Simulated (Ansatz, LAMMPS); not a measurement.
# Elastic response of amorphous SiO1.8 (101 atoms), part 2 of 3

How stiff is amorphous SiO1.8 (101 atoms)?

Ansatz 0.2.0; Kohn-Sham DFT, PBE, PAW (set soft_1), plane waves; PAW set soft_1.

The cell: 36 Si and 65 O. The quench rate of 5 K/ps is orders of magnitude faster than experiment. The starting topology of bonds comes from the classical model. The Brillouin zone is sampled at Γ only.

So far. Step 2 (Single point at the start): The r.m.s. force at the start is 1.8 eV/Å.

### Step 3. Cell and atoms relaxed

The cell is relaxed with the atoms, since the starting lattice needn't suit this functional.

Contents of input.yaml:

```yaml
crystal:
  lattice:
    - [11.5006, 0.0, 0.0]
    - [0.0, 11.5006, 0.0]
    - [0.0, 0.0, 11.5006]
  atoms:
    [... the 101 atom lines of step 2 ...]
kpoints:
  mp_grid: { grid: [1, 1, 1] }
hamiltonian:
  xc: pbe
  pseudopotentials: { kind: paw, azcp: { folder: soft_1 } }
scf:
  occupations: { method: gaussian, width: 0.05 }
output:
  forces: true
relax:
  f_tol: 0.05
  max_steps: 150
  cell: {}
```

Command:

```
ansatz run input.yaml --threads 4 --pin off --max-ram 8192MiB --backend cpu --events-out ev --progress --plain --runs-dir out
```

The log of the run:

```text
[...]
Crystal: 101 atoms, lattice volume = 1521.113 Å³
Basis set: ecut = 420 eV, 29711 PW (Γ), exchange–correlation on 160×160×160 points (8 copies of the dense FFT grid, shifted against one another)
Bands: 368, of which v1, the nominal top of the filled ones, is band 267 counted from 1 (266 counted from 0)
Symmetry: 1 space group operations
[...]
k-points: 1
[...]
SCF iter   1: F=—  HF=-59878.921318 eV  |F-HF|=—  |Δ(HF+E_count)|=         —  Δρ=1.14e-1  dr2=1.94e2  ethr=3.10e-3  ⟨swp⟩=6.0  Hψ=1658  notcnv=0  defer=45
[...]
SCF iter  19: F=—  HF=-59826.962221 eV  |F-HF|=—  |Δ(HF+E_count)|=   2.68e-8  Δρ=1.69e-6  dr2=1.49e-7  ethr=8.69e-11  ⟨swp⟩=2.0  Hψ=282  notcnv=0  defer=93
SCF iter  20: F=-59826.962221 eV  HF=-59826.962221 eV  |F-HF|=4.21e-9  |Δ(HF+E_count)|=   9.79e-9  Δρ=4.15e-7  dr2=6.32e-9  ethr=1.87e-11  ⟨swp⟩=4.0  Hψ=885  notcnv=0
SCF 1 converged in 20 iterations: F = -59826.962221 eV  dr2 = 6.32e-9
[...]
relax step   1: F+E_penalty+E_count = -59826.96222101 eV  Δ(F+E_penalty+E_count) = +0.000e0 eV  max|allowed force component| = 6.730e0 eV/Å  Δτ_max = 0.0000 Å  P = +3.359 GPa  Ω = 1521.113 Å³  (20 SCF iters, dr2 threshold 1.00e-7 eV, accepted)
[... from here on, the SCF cycles and remarks between the steps are left out ...]
relax step   2: F+E_penalty+E_count = -59838.26212912 eV  Δ(F+E_penalty+E_count) = -1.130e1 eV  max|allowed force component| = 4.486e0 eV/Å  Δτ_max = 0.1946 Å  P = +0.897 GPa  Ω = 1538.957 Å³  energy of the carried Pulay correction = -3.188e-2 eV  (14 SCF iters, dr2 threshold 1.01e-5 eV, accepted)
relax step   3: F+E_penalty+E_count = -59844.96154306 eV  Δ(F+E_penalty+E_count) = -6.699e0 eV  max|allowed force component| = 2.792e0 eV/Å  Δτ_max = 0.1948 Å  P = +0.227 GPa  Ω = 1544.947 Å³  energy of the carried Pulay correction = -4.250e-2 eV  (10 SCF iters, dr2 threshold 1.01e-5 eV, accepted)
relax step   4: F+E_penalty+E_count = -59848.12644117 eV  Δ(F+E_penalty+E_count) = -3.165e0 eV  max|allowed force component| = 2.222e0 eV/Å  Δτ_max = 0.1941 Å  P = -0.058 GPa  Ω = 1547.126 Å³  energy of the carried Pulay correction = -4.635e-2 eV  (13 SCF iters, dr2 threshold 1.01e-5 eV, accepted)
relax step   5: F+E_penalty+E_count = -59851.32183668 eV  Δ(F+E_penalty+E_count) = -3.195e0 eV  max|allowed force component| = 1.599e0 eV/Å  Δτ_max = 0.1991 Å  P = -0.398 GPa  Ω = 1547.875 Å³  energy of the carried Pulay correction = -4.767e-2 eV  (15 SCF iters, dr2 threshold 1.01e-5 eV, accepted)
relax step   6: F+E_penalty+E_count = -59853.99168948 eV  Δ(F+E_penalty+E_count) = -2.670e0 eV  max|allowed force component| = 1.484e0 eV/Å  Δτ_max = 0.2000 Å  P = -0.529 GPa  Ω = 1551.421 Å³  energy of the carried Pulay correction = -5.393e-2 eV  (14 SCF iters, dr2 threshold 1.01e-5 eV, accepted)
relax step   7: F+E_penalty+E_count = -59855.83385790 eV  Δ(F+E_penalty+E_count) = -1.842e0 eV  max|allowed force component| = 1.608e0 eV/Å  Δτ_max = 0.1947 Å  P = -0.235 GPa  Ω = 1546.789 Å³  energy of the carried Pulay correction = -4.575e-2 eV  (12 SCF iters, dr2 threshold 1.01e-5 eV, accepted)
relax step   8: F+E_penalty+E_count = -59857.00673143 eV  Δ(F+E_penalty+E_count) = -1.173e0 eV  max|allowed force component| = 1.175e0 eV/Å  Δτ_max = 0.1949 Å  P = -0.056 GPa  Ω = 1545.011 Å³  energy of the carried Pulay correction = -4.261e-2 eV  (9 SCF iters, dr2 threshold 1.01e-5 eV, accepted)
relax step   9: F+E_penalty+E_count = -59857.76745535 eV  Δ(F+E_penalty+E_count) = -7.607e-1 eV  max|allowed force component| = 8.453e-1 eV/Å  Δτ_max = 0.1968 Å  P = -0.033 GPa  Ω = 1546.144 Å³  energy of the carried Pulay correction = -4.461e-2 eV  (7 SCF iters, dr2 threshold 1.01e-5 eV, accepted)
relax step  10: F+E_penalty+E_count = -59858.39521005 eV  Δ(F+E_penalty+E_count) = -6.278e-1 eV  max|allowed force component| = 6.731e-1 eV/Å  Δτ_max = 0.1957 Å  P = -0.039 GPa  Ω = 1551.487 Å³  energy of the carried Pulay correction = -5.404e-2 eV  (7 SCF iters, dr2 threshold 1.01e-5 eV, accepted)
relax step  11: F+E_penalty+E_count = -59858.99623569 eV  Δ(F+E_penalty+E_count) = -6.010e-1 eV  max|allowed force component| = 6.951e-1 eV/Å  Δτ_max = 0.1944 Å  P = -0.038 GPa  Ω = 1556.488 Å³  energy of the carried Pulay correction = -6.284e-2 eV  (7 SCF iters, dr2 threshold 1.01e-5 eV, accepted)
relax step  12: F+E_penalty+E_count = -59859.63483255 eV  Δ(F+E_penalty+E_count) = -6.386e-1 eV  max|allowed force component| = 7.984e-1 eV/Å  Δτ_max = 0.1960 Å  P = -0.204 GPa  Ω = 1560.449 Å³  energy of the carried Pulay correction = -6.978e-2 eV  (7 SCF iters, dr2 threshold 1.01e-5 eV, accepted)
relax step  13: F+E_penalty+E_count = -59860.19408365 eV  Δ(F+E_penalty+E_count) = -5.593e-1 eV  max|allowed force component| = 5.008e-1 eV/Å  Δτ_max = 0.2000 Å  P = -0.044 GPa  Ω = 1556.562 Å³  energy of the carried Pulay correction = -6.297e-2 eV  (7 SCF iters, dr2 threshold 1.01e-5 eV, accepted)
[...]
relax step  25: F+E_penalty+E_count = -59861.78507544 eV  Δ(F+E_penalty+E_count) = +3.418e-3 eV  max|allowed force component| = 2.601e-1 eV/Å  Δτ_max = 0.1000 Å  P = -0.112 GPa  Ω = 1549.236 Å³  energy of the carried Pulay correction = -5.007e-2 eV  (8 SCF iters, dr2 threshold 2.45e-6 eV, accepted)
relax step  26: F+E_penalty+E_count = -59861.81459897 eV  Δ(F+E_penalty+E_count) = -2.952e-2 eV  max|allowed force component| = 1.432e-1 eV/Å  Δτ_max = 0.0480 Å  P = -0.009 GPa  Ω = 1548.194 Å³  energy of the carried Pulay correction = -4.823e-2 eV  (6 SCF iters, dr2 threshold 4.23e-6 eV, accepted)
relax step  27: F+E_penalty+E_count = -59861.82324737 eV  Δ(F+E_penalty+E_count) = -8.648e-3 eV  max|allowed force component| = 1.087e-1 eV/Å  Δτ_max = 0.0205 Å  P = +0.025 GPa  Ω = 1546.955 Å³  energy of the carried Pulay correction = -4.605e-2 eV  (6 SCF iters, dr2 threshold 1.28e-6 eV, accepted)
[...]
relax step  50: F+E_penalty+E_count = -59862.00470061 eV  Δ(F+E_penalty+E_count) = +5.395e-2 eV  max|allowed force component| = 1.275e0 eV/Å  Δτ_max = 0.1950 Å  P = +0.048 GPa  Ω = 1549.392 Å³  energy of the carried Pulay correction = -5.035e-2 eV  (7 SCF iters, dr2 threshold 1.01e-5 eV, rejected (line search))
relax step  51: F+E_penalty+E_count = -59862.09933842 eV  Δ(F+E_penalty+E_count) = -4.069e-2 eV  max|allowed force component| = 2.003e-1 eV/Å  Δτ_max = 0.0975 Å  P = +0.057 GPa  Ω = 1553.827 Å³  energy of the carried Pulay correction = -5.816e-2 eV  (11 SCF iters, accepted)
[...]
relax step  57: F+E_penalty+E_count = -59862.15971084 eV  Δ(F+E_penalty+E_count) = -3.785e-3 eV  max|allowed force component| = 7.501e-2 eV/Å  Δτ_max = 0.0171 Å  P = +0.005 GPa  Ω = 1555.942 Å³  energy of the carried Pulay correction = -6.188e-2 eV  (7 SCF iters, dr2 threshold 3.32e-7 eV, accepted)
relax step  58: F+E_penalty+E_count = -59862.16545168 eV  Δ(F+E_penalty+E_count) = -5.741e-3 eV  max|allowed force component| = 5.614e-2 eV/Å  Δτ_max = 0.0307 Å  P = -0.006 GPa  Ω = 1555.311 Å³  energy of the carried Pulay correction = -6.077e-2 eV  (7 SCF iters, dr2 threshold 3.52e-7 eV, accepted)
relax step  59: F+E_penalty+E_count = -59862.16770691 eV  Δ(F+E_penalty+E_count) = -2.255e-3 eV  max|allowed force component| = 3.266e-2 eV/Å  Δτ_max = 0.0144 Å  P = -0.005 GPa  Ω = 1555.296 Å³  energy of the carried Pulay correction = -6.074e-2 eV  (7 SCF iters, dr2 threshold 1.97e-7 eV, accepted)
relax step  60: F+E_penalty+E_count = -59862.37494420 eV  Δ(F+E_penalty+E_count) = -2.072e-1 eV  max|allowed force component| = 3.158e-2 eV/Å  Δτ_max = 0.0000 Å  P = +0.216 GPa  Ω = 1555.296 Å³  stress off target by 5.00e-1 GPa  SCF on the basis re-selected at this cell (its energy is not comparable with the rows above)  (8 SCF iters)
relax step  61: F+E_penalty+E_count = -59862.37507370 eV  Δ(F+E_penalty+E_count) = -1.295e-4 eV  max|allowed force component| = 5.643e-2 eV/Å  Δτ_max = 0.0161 Å  P = -0.124 GPa  Ω = 1561.300 Å³  energy of the carried Pulay correction = -1.095e-2 eV  (8 SCF iters, dr2 threshold 6.26e-7 eV, accepted)
relax step  62: F+E_penalty+E_count = -59862.38041069 eV  Δ(F+E_penalty+E_count) = -5.337e-3 eV  max|allowed force component| = 3.521e-2 eV/Å  Δτ_max = 0.0128 Å  P = -0.026 GPa  Ω = 1560.131 Å³  energy of the carried Pulay correction = -8.768e-3 eV  (7 SCF iters, dr2 threshold 1.99e-7 eV, accepted)
relax step  63: F+E_penalty+E_count = -59862.38308626 eV  Δ(F+E_penalty+E_count) = -2.676e-3 eV  max|allowed force component| = 5.550e-2 eV/Å  Δτ_max = 0.0186 Å  P = +0.054 GPa  Ω = 1559.304 Å³  energy of the carried Pulay correction = -7.237e-3 eV  (8 SCF iters, dr2 threshold 9.62e-9 eV, accepted)
relax step  64: F+E_penalty+E_count = -59862.38235435 eV  Δ(F+E_penalty+E_count) = +7.319e-4 eV  max|allowed force component| = 2.132e-2 eV/Å  Δτ_max = 0.0067 Å  P = +0.028 GPa  Ω = 1560.352 Å³  energy of the carried Pulay correction = -9.177e-3 eV  (6 SCF iters, dr2 threshold 1.93e-7 eV, accepted)
relax step  65: F+E_penalty+E_count = -59862.38165531 eV  Δ(F+E_penalty+E_count) = +6.990e-4 eV  max|allowed force component| = 1.409e-2 eV/Å  Δτ_max = 0.0073 Å  P = -0.003 GPa  Ω = 1561.124 Å³  energy of the carried Pulay correction = -1.061e-2 eV  (8 SCF iters, dr2 threshold 8.08e-9 eV, accepted)
relax step  66: F+E_penalty+E_count = -59862.39426480 eV  Δ(F+E_penalty+E_count) = -1.261e-2 eV  max|allowed force component| = 1.404e-2 eV/Å  Δτ_max = 0.0000 Å  P = -0.000 GPa  Ω = 1561.124 Å³  stress off target by 1.62e-2 GPa  SCF on the basis re-selected at this cell (its energy is not comparable with the rows above)  (5 SCF iters)
[...]
SCF converged after 5 iterations
Free energy (F): -59862.394265 eV
[...]
Internal energy: -59862.394265 eV  (E = F + TS)
E sigma→0 (E₀):  -59862.394265 eV
Fermi energy:    5.148824 eV
[...]
Σ components = -59862.394265   (vs F -59862.394265, Δ=0.00e0)
--- Forces (eV/Å), atoms counted from 1 ---
  atom   1  Si    -0.00448588    -0.00006942     0.00131393
  atom   2  Si    -0.00875627     0.00057900    -0.00565272
  atom   3  Si    -0.00182744    -0.00052314     0.00282432
  atom   4  Si    -0.00495387     0.00370834     0.00765488
[...]
atom 101  O      0.00240429     0.00534797    -0.00532466
  max |Σ_I F_I| component: 2.45e-5 eV/Å
--- Stress (GPa, compression-positive) ---
        0.000624      -0.011594       0.002850
       -0.011597       0.006187       0.007725
        0.002850       0.007726      -0.007951
  P = ⅓ Tr σ = -0.0004 GPa (-0.004 kbar)
--- Relaxed structure (64 steps of the walk, 62 accepted, 2 SCFs on fresh bases) ---
  F+E_penalty+E_count = -59862.39426480 eV   max|allowed force component| = 1.404e-2 eV/Å   (the final SCF, on the basis selected at the relaxed cell)
  cell:  # Å, volume = 1561.1245 Å³
    - [11.442113, -0.470822, 0.248309]
    - [-0.470822, 11.869443, 0.222577]
    - [0.248309, 0.222577, 11.523542]
  atoms:
    - { symbol: Si, position: [0.290123, 0.475403, 0.664575] }
    - { symbol: Si, position: [0.423279, 0.343112, 0.282269] }
    - { symbol: Si, position: [0.225498, 0.967753, 0.467620] }
    - { symbol: Si, position: [0.502381, 0.429831, 0.823079] }
[...]
- { symbol: O, position: [0.848521, 0.865144, 0.135638] }
```

The job ended after 13 min (4 threads of Arm Neoverse V2, shared host; peak memory 1.9 GiB; 51 min of CPU time).

The relaxation converged after 64 steps, with a largest force component of 0.014 eV/Å.

### Step 4. Single point at the relaxed geometry

The electronic structure is read at the final geometry, in a run of its own.

Contents of input.yaml:

```yaml
crystal:
  lattice:
    - [11.44211, -0.47082, 0.24831]
    - [-0.47082, 11.86944, 0.22258]
    - [0.24831, 0.22258, 11.52354]
  atoms:
    - { symbol: Si, position: [0.29012, 0.4754, 0.66457] }
    - { symbol: Si, position: [0.42328, 0.34311, 0.28227] }
    - { symbol: Si, position: [0.2255, 0.96775, 0.46762] }
    - { symbol: Si, position: [0.50238, 0.42983, 0.82308] }
    - { symbol: Si, position: [0.59271, 0.19523, 0.92201] }
    - { symbol: Si, position: [0.9821, 0.82623, 0.46736] }
    [... 89 atom lines left out ...]
    - { symbol: O, position: [0.96201, 0.69146, 0.49389] }
    - { symbol: O, position: [0.38974, 0.59316, 0.33915] }
    - { symbol: O, position: [0.87775, 0.26051, 0.34099] }
    - { symbol: O, position: [0.56881, 0.7142, 0.90435] }
    - { symbol: O, position: [0.44078, 0.64412, 0.10545] }
    - { symbol: O, position: [0.84852, 0.86514, 0.13564] }
kpoints:
  mp_grid: { grid: [1, 1, 1] }
hamiltonian:
  xc: pbe
  pseudopotentials: { kind: paw, azcp: { folder: soft_1 } }
scf:
  occupations: { method: gaussian, width: 0.05 }
output:
  forces: true
  stress: true
  populations: intrinsic
  dos:
    method: { smearing: { sigma: 0.1 } }
    de: 0.1
    projected: { site_lists: { O: [O], Si: [Si] } }
  eigenvalues: true
  write_density: true
  write_potential: true
  volumetric_format: npy
```

The log of the run:

```text
[...]
Crystal: 101 atoms, lattice volume = 1561.123 Å³
Basis set: ecut = 420 eV, 30513 PW (Γ), exchange–correlation on 160×160×160 points (8 copies of the dense FFT grid, shifted against one another)
Bands: 368, of which v1, the nominal top of the filled ones, is band 267 counted from 1 (266 counted from 0)
Symmetry: 1 space group operations
[...]
k-points: 1
[...]
SCF iter   1: F=—  HF=-59914.843829 eV  |F-HF|=—  |Δ(HF+E_count)|=         —  Δρ=1.12e-1  dr2=1.89e2  ethr=3.10e-3  ⟨swp⟩=6.0  Hψ=1654  notcnv=0  defer=63
[...]
SCF iter  13: F=-59862.394262 eV  HF=-59862.394262 eV  |F-HF|=2.53e-8  |Δ(HF+E_count)|=   3.00e-7  Δρ=1.31e-6  dr2=3.76e-8  ethr=1.87e-11  ⟨swp⟩=21.0  Hψ=4032  notcnv=0
SCF 1 converged in 13 iterations: F = -59862.394262 eV  dr2 = 3.76e-8
[...]
WARN: The input density's exchange-correlation potential varies sharply where the density is thin. Do not read a vacuum level from v_tot or v_xc, or from such a field of the output density. On a cell that repeats whose density bears no net charge and no dipole along the vacuum's axis use v_es (v_loc + v_h of the components); [...]
SCF converged after 13 iterations
Free energy (F): -59862.394262 eV
[...]
Internal energy: -59862.394262 eV  (E = F + TS)
E sigma→0 (E₀):  -59862.394262 eV
Fermi energy:    5.148626 eV
[...]
--- Forces (eV/Å), atoms counted from 1 ---
  atom   1  Si    -0.00399107     0.00027573     0.00293501
  atom   2  Si    -0.00941878     0.00398749    -0.00567765
  atom   3  Si    -0.00109311     0.00213827     0.00388523
  atom   4  Si    -0.00362267     0.00435547     0.00697712
  atom   5  Si     0.00118277    -0.01157621    -0.00923272
  atom   6  Si     0.00245965    -0.00175258     0.00749269
  atom   7  Si     0.00431690     0.00105582    -0.01115554
  atom   8  Si     0.00219173    -0.00013114    -0.00169672
  atom   9  Si     0.00575893     0.00378377     0.00264016
  atom  10  Si     0.00396536    -0.00352820     0.00018227
  atom  11  Si    -0.00102751    -0.00038525    -0.00284574
  atom  12  Si     0.00669480     0.00564828     0.00039442
  atom  13  Si     0.00150508     0.00378652    -0.00339416
  atom  14  Si    -0.00763620     0.00081641    -0.00384784
[...]
atom 100  O     -0.00015738    -0.00261479     0.00293944
  atom 101  O      0.00235242     0.00559337    -0.00519837
  max |Σ_I F_I| component: 3.22e-5 eV/Å
--- Stress (GPa, compression-positive) ---
        0.001097      -0.012621       0.002816
       -0.012625       0.006902       0.007631
        0.002816       0.007631      -0.009277
  P = ⅓ Tr σ = -0.0004 GPa (-0.004 kbar)
--- Band table (eV) ---
[...]
--- intrinsic populations: 101 sites ---
  site symbol       q [e]
     0     Si      3.1622
     1     Si      2.2961
     2     Si      2.3025
[...]
100      O      6.8333
  spilling = -0.000000 (of n_electrons = 534.000000)
```

The job ended after 26 s (4 threads; peak memory 1.9 GiB).

The program notes that the exchange-correlation potential is rough where the density is thin.

The run gave:

```
free energy                                      : -59862.3943 eV
free energy per atom                             : -592.6970 eV/atom
SCF cycles                                       : 13
pressure                                         : -0.000426 GPa
r.m.s. force component                           : 0.0049 eV/Å
longest force                                    : 0.01949 eV/Å
Fermi energy                                     : 5.149 eV
gap (highest filled to lowest empty level) : 0.6193 eV
```

(Part 2 of 3 ends here.)

[Long decimals in the printed logs are rounded to 6 places.]

[Logs are printed without paths, hosts, clocks, repeated set-up lines and the standing remarks that a program may print on its own settings, such as how far it seeks lower states.]

[Hosts, paths, dates, database ids (printed as entryN), source tags and the programs' standing remarks are cut or masked in the printed files.]
